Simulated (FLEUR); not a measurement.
## Anisotropy of free Ni(001) film, 1 layer with FLEUR

Aim: the anisotropy of free Ni(001) film, 1 layer from single passes in the potential of one collinear state.

Calculated with FLEUR MaX-R8.1; PBE; all-electron FLAPW film, Dirac cores, scalar-relativistic bands.

Report form: the programs' logs are mostly left out.

## 1. Starting point

The cell holds 1 atom: 1 Ni. Its edges and angles: a = 2.492 Å, b = 2.492 Å, c = 14.000 Å, α = 90.0°, β = 90.0°, γ = 90.0°. Layers at typed spacings, unrelaxed. Vacuum lies along c.

As a file:

```
Ni
1.0
     2.49170    0.00000    0.00000
     0.00000    2.49170    0.00000
     0.00000    0.00000   14.00000
Ni
1
Direct
  0.00000 0.00000 0.50000
```

## 2. The magnetic state

The force theorems are single passes in this state's potential, so it has to be converged first.

No symmetry is used, so that later steps may turn the spins freely; k and −k are joined. FLEUR takes the sheet as a true film: the images along c are dropped, heights are typed in bohr, and the vacuum on both sides is semi-infinite. inpgen writes inp.xml from crystal.txt; cutoffs, mixing, functional, smearing and local orbitals are then set in the file. The k list scf (kpts.xml, not shown) is a Γ-centred 12×12×1 mesh; where the ranks do not divide the number of points, some are split in two of half the weight.

File inp.xml:

```
<?xml version="1.0" encoding="UTF-8" standalone="no"?>
<fleurInput fleurInputVersion="0.39">
   <comment>
      Ni
   </comment>
   <calculationSetup>
      <cutoffs Kmax="3.66" Gmax="11.0" GmaxXC="11.0" numbands="0"/>
      <scfLoop itmax="150" minDistance="0.00002" maxIterBroyd="15" imix="Anderson" alpha="0.03" precondParam="0.0" spinf="2.0" sdNocoIR="T"/>
      <coreElectrons ctail="F" frcor="F" kcrel="0" coretail_lmax="0"/>
      <xcFunctional name="pbe" relativisticCorrections="F"/>
      <magnetism jspins="2" l_noco="F" l_ss="F">
         <qss>0.0 0.0 0.0</qss>
         <mtNocoParams l_mperp="F" l_mtNocoPot="F" l_relaxSQA="F" mag_mixing_scheme="0" mix_RelaxWeightOffD="1.0" l_constrained="F" mix_constr="1.0"/>
         <sourceFreeMag l_sourceFree="F" l_scaleMag="F" mag_scale="1.0"/>
      </magnetism>
      <soc l_soc="F" theta="0.0" phi="0.0" spav="F"/>
      <expertModes spex="0" secvar="F"/>
      <geometryOptimization l_f="F" forcealpha="1.0" forcemix="BFGS" epsdisp="0.00001" epsforce="0.00001"/>
      <ldaU l_linMix="F" mixParam="0.05" spinf="1.0"/>
   </calculationSetup>
   <cell>
      <bzIntegration valenceElectrons="18.0" mode="hist" fermiSmearingEnergy="0.00183747">
         <kPointListSelection listName="scf"/>
         <xi:include xmlns:xi="http://www.w3.org/2001/XInclude" href="kpts.xml"> </xi:include>
      </bzIntegration>
      <xi:include xmlns:xi="http://www.w3.org/2001/XInclude" href="sym.xml"> </xi:include>
      <filmLattice scale="1.0" dVac="5.28" dTilda="7.78">
         <bravaisMatrixFilm>
            <row-1>    4.7086305846658192     0.0000000000000000</row-1>
            <row-2>    0.0000000000000000     4.7086305846658192</row-2>
         </bravaisMatrixFilm>
         <vacuumEnergyParameters vacuum="1" spinUp="-.25" spinDown="-.25"/>
         <vacuumEnergyParameters vacuum="2" spinUp="-.25" spinDown="-.25"/>
      </filmLattice>
   </cell>
   <atomSpecies>
      <species name="Nickel (Ni1.000" element="Ni" atomicNumber="28">
         <mtSphere radius="2.24" gridPoints="741" logIncrement="0.016"/>
         <atomicCutoffs lmax="8" lnonsphr="6"/>
         <electronConfig flipSpins="F">
            <coreConfig>(1s1/2) (2s1/2) (2p1/2) (2p3/2)</coreConfig>
            <valenceConfig>(3s1/2) (3p1/2) (3p3/2) (4s1/2) (3d3/2) (3d5/2)</valenceConfig>
            <stateOccupation state="(3d3/2)" spinUp="1.6" spinDown="1.6"/>
            <stateOccupation state="(3d5/2)" spinUp="2.9" spinDown="1.9"/>
         </electronConfig>
         <energyParameters s="4" p="4" d="3" f="4"/>
         <lo type="SCLO" l="0" n="3" eDeriv="0"/>
         <lo type="SCLO" l="1" n="3" eDeriv="0"/>
      </species>
   </atomSpecies>
   <atomGroups>
      <atomGroup species="Nickel (Ni1.000">
         <filmPos label="                   1">.0000000000 .0000000000 .0000000000</filmPos>
         <force calculate="T" relaxXYZ="TTT"/>
         <nocoParams  alpha="0.0" beta="0.0"/>
      </atomGroup>
   </atomGroups>
   <output dos="F" band="F" slice="F">
      <bandDOS minEnergy="-.5*Htr" maxEnergy="0.5*Htr" sigma="0.015" storeEVData="T"/>
      <plotting iplot="0" polar="F">
         <plot TwoD="T" vec1="  1.0  0.0  0.0" vec2="  0.0  1.0  0.0" vec3="  0.0  0.0  1.0" zero="  0.0  0.0 -0.5" file="plot"/>
      </plotting>
      <moessbauerParams electricFieldGradient="F" isomerShift="F" coreHyperfine="F" valenceHyperfine="F"/>
   </output>
</fleurInput>
```

File crystal.txt:

```
Ni
&input film=T cartesian=F /
2.49170000000  0.00000000000  0.00000000000
0.00000000000  2.49170000000  0.00000000000
0.00000000000  0.00000000000  1.00000000000
1.8897261246
1.0 1.0 1.0

1
28 0.00000000000  0.00000000000  0.00000000000 : 1.000

&kpt div1=12 div2=12 div3=1 gamma=T /
```

Command:

```sh
> OMP_NUM_THREADS=1 inpgen -f crystal.txt -nosym -noco > inpgen.log  # inp.xml is then edited as shown
> OMP_NUM_THREADS=1 mpirun -n 4 fleur_MPI > fleur.log
```

The job ended after 40 s (4 MPI ranks of Arm Neoverse V1, shared host; peak memory 0.49 GiB).

This step gave:

| Property | Result |
| --- | --- |
| free energy | -41382.1456 eV |
| program's band gap on this mesh (in a metal only a level spacing) | 4.00e-9 eV |
| magnetization | 0.9572 μB |
| final state | ferromagnetic |
| largest moment | 1.001 μB |

After 27 cycles the largest moment stands at 1.00 μB.

## 3. Anisotropy by the force theorem, rung 1

Anisotropy is a small difference, so it is taken from sums over occupied states at a frozen potential, where most errors cancel.

One pass with spin–orbit coupling for each direction, from the saved density. Inversion lets half of the mesh serve, which the program's warning doesn't know. The k list mae (kpts.xml, not shown) is a Γ-centred 20×20×1 mesh.

Changes to inp.xml since step 2:

```diff
@@ -6,4 +6,4 @@
    <calculationSetup>
-      <cutoffs Kmax="3.66" Gmax="11.0" GmaxXC="11.0" numbands="0"/>
-      <scfLoop itmax="150" minDistance="0.00002" maxIterBroyd="15" imix="Anderson" alpha="0.03" precondParam="0.0" spinf="2.0" sdNocoIR="T"/>
+      <cutoffs Kmax="3.66" Gmax="11.0" GmaxXC="11.0" numbands="34"/>
+      <scfLoop itmax="1" minDistance="0.00002" maxIterBroyd="15" imix="Anderson" alpha="0.03" precondParam="0.0" spinf="2.0" sdNocoIR="T"/>
       <coreElectrons ctail="F" frcor="F" kcrel="0" coretail_lmax="0"/>
@@ -15,3 +15,3 @@
       </magnetism>
-      <soc l_soc="F" theta="0.0" phi="0.0" spav="F"/>
+      <soc l_soc="T" theta="0.0" phi="0.0" spav="F"/>
       <expertModes spex="0" secvar="F"/>
@@ -22,3 +22,3 @@
       <bzIntegration valenceElectrons="18.0" mode="hist" fermiSmearingEnergy="0.00183747">
-         <kPointListSelection listName="scf"/>
+         <kPointListSelection listName="mae"/>
          <xi:include xmlns:xi="http://www.w3.org/2001/XInclude" href="kpts.xml"> </xi:include>
@@ -64,2 +64,5 @@
    </output>
+   <forceTheorem>
+      <MAE theta="0.0 1.5707963 1.5707963" phi="0.0 0.0 1.5707963"/>
+   </forceTheorem>
 </fleurInput>
```

Command:

```sh
> OMP_NUM_THREADS=1 mpirun -n 4 fleur_MPI -warn_only > fleur.log
```

Wall time 6.7 s (4 MPI ranks); peak memory 0.33 GiB; 26 s of CPU time.

Anisotropy energies, by row:

```csv
axis,x,y,z,band energy less the first axis' (meV a cell)
z,0,0,1,0
x,1,0,0,-0.8057
y,0,1,0,-0.8057
```

Shape anisotropy is not in these numbers.

## 4. Anisotropy by the force theorem, rung 2

A second rung shows how far the first can be trusted.

The k list mae (kpts.xml, not shown) is a Γ-centred 30×30×1 mesh.

inp.xml is that of step 3.

It took 13 s on 4 MPI ranks; peak memory 0.42 GiB.

Anisotropy energies, by row:

```csv
axis,x,y,z,band energy less the first axis' (meV a cell)
z,0,0,1,0
x,1,0,0,-0.7939
y,0,1,0,-0.7939
```

## 5. Spin–orbit coupling, moments along z

Spin–orbit coupling ties the spins to the lattice and lets orbital moments form.

A new self-consistent run of the start ferro +, with the moments along z. The k list default-1 (kpts.xml, not shown) is a Γ-centred 30×30×1 mesh.

Changes to inp.xml since step 2:

```diff
@@ -6,12 +6,8 @@
    <calculationSetup>
-      <cutoffs Kmax="3.66" Gmax="11.0" GmaxXC="11.0" numbands="0"/>
+      <cutoffs Kmax="3.66" Gmax="11.0" GmaxXC="11.0" numbands="38"/>
       <scfLoop itmax="150" minDistance="0.00002" maxIterBroyd="15" imix="Anderson" alpha="0.03" precondParam="0.0" spinf="2.0" sdNocoIR="T"/>
-      <coreElectrons ctail="F" frcor="F" kcrel="0" coretail_lmax="0"/>
+      <coreElectrons ctail="T" frcor="F" kcrel="0" coretail_lmax="0"/>
       <xcFunctional name="pbe" relativisticCorrections="F"/>
-      <magnetism jspins="2" l_noco="F" l_ss="F">
-         <qss>0.0 0.0 0.0</qss>
-         <mtNocoParams l_mperp="F" l_mtNocoPot="F" l_relaxSQA="F" mag_mixing_scheme="0" mix_RelaxWeightOffD="1.0" l_constrained="F" mix_constr="1.0"/>
-         <sourceFreeMag l_sourceFree="F" l_scaleMag="F" mag_scale="1.0"/>
-      </magnetism>
-      <soc l_soc="F" theta="0.0" phi="0.0" spav="F"/>
+      <magnetism jspins="2"/>
+      <soc l_soc="T" theta="0.0" phi="0.0" spav="F"/>
       <expertModes spex="0" secvar="F"/>
@@ -22,3 +18,3 @@
       <bzIntegration valenceElectrons="18.0" mode="hist" fermiSmearingEnergy="0.00183747">
-         <kPointListSelection listName="scf"/>
+         <kPointListSelection listName="default-1"/>
          <xi:include xmlns:xi="http://www.w3.org/2001/XInclude" href="kpts.xml"> </xi:include>
@@ -32,3 +28,2 @@
          <vacuumEnergyParameters vacuum="1" spinUp="-.25" spinDown="-.25"/>
-         <vacuumEnergyParameters vacuum="2" spinUp="-.25" spinDown="-.25"/>
       </filmLattice>
@@ -54,3 +49,2 @@
          <force calculate="T" relaxXYZ="TTT"/>
-         <nocoParams  alpha="0.0" beta="0.0"/>
       </atomGroup>
```

Changes to crystal.txt since step 2:

```diff
@@ -11,2 +11,3 @@
 
-&kpt div1=12 div2=12 div3=1 gamma=T /
+&soc 0.0000000 0.0000000 /
+&kpt div1=30 div2=30 div3=1 gamma=T /
```

Command:

```sh
> OMP_NUM_THREADS=1 inpgen -f crystal.txt > inpgen.log  # inp.xml is then edited as shown
> OMP_NUM_THREADS=1 mpirun -n 4 fleur_MPI > fleur.log
```

Run time: 70 s. Hardware: 4 MPI ranks; peak memory 0.3 GiB.

Numbers from this step:

```
free energy                                                       : -41382.1671 eV
program's band gap on this mesh (in a metal only a level spacing) : 0.001289 eV
magnetization                                                     : 0.9594 μB
final state                                                       : ferromagnetic
largest moment                                                    : 1.000 μB
orbital moment along the spin                                     : 0.1127 μB
```

Orbital moment in the sphere, along the spin axis by atom:

```csv
atom,"orbital moment in the sphere, along the spin axis (μB)"
Ni1,0.113
```

## 6. Results

```json
{
  "reference state": "ferromagnetic",
  "largest sphere moment": "1.00 μB",
  "easy direction of those tried": "the plane normal to z",
  "energy along x less z, force theorem": "-0.794 meV a primitive cell",
  "orbital moment on the atom of largest spin, along its spin (spin–orbit run)": "0.113 μB"
}
```

What this shows: By the force theorem the moments prefer the plane normal to z, with no direction in it resolved; shape anisotropy is not in it, and in a film it favours the plane. The difference for the second direction goes from -0.81 meV (mesh 20×20×1, 34 states, 26 s of CPU time) to -0.79 meV (mesh 30×30×1, 34 states, 50 s). The orbital moment is parallel to the spin, as Hund's third rule has it for a shell over half filled. The state was typed, and no other order was converged beside it, so it need not be the ground state.

[Logs and program files are shortened in this print: banners, set-up blocks, solver, clock and traceback lines can be left out without a mark of their own.]

[Logs are printed without paths, hosts, clocks, repeated set-up lines and the standing remarks that a program may print on its own settings, such as how far it seeks lower states.]

[Hosts, paths, dates, database ids (printed as entryN), source tags and the programs' standing remarks are cut or masked in the printed files.]

[Where a cell is said to come from a database of computed structures, the database is the Materials Project.]
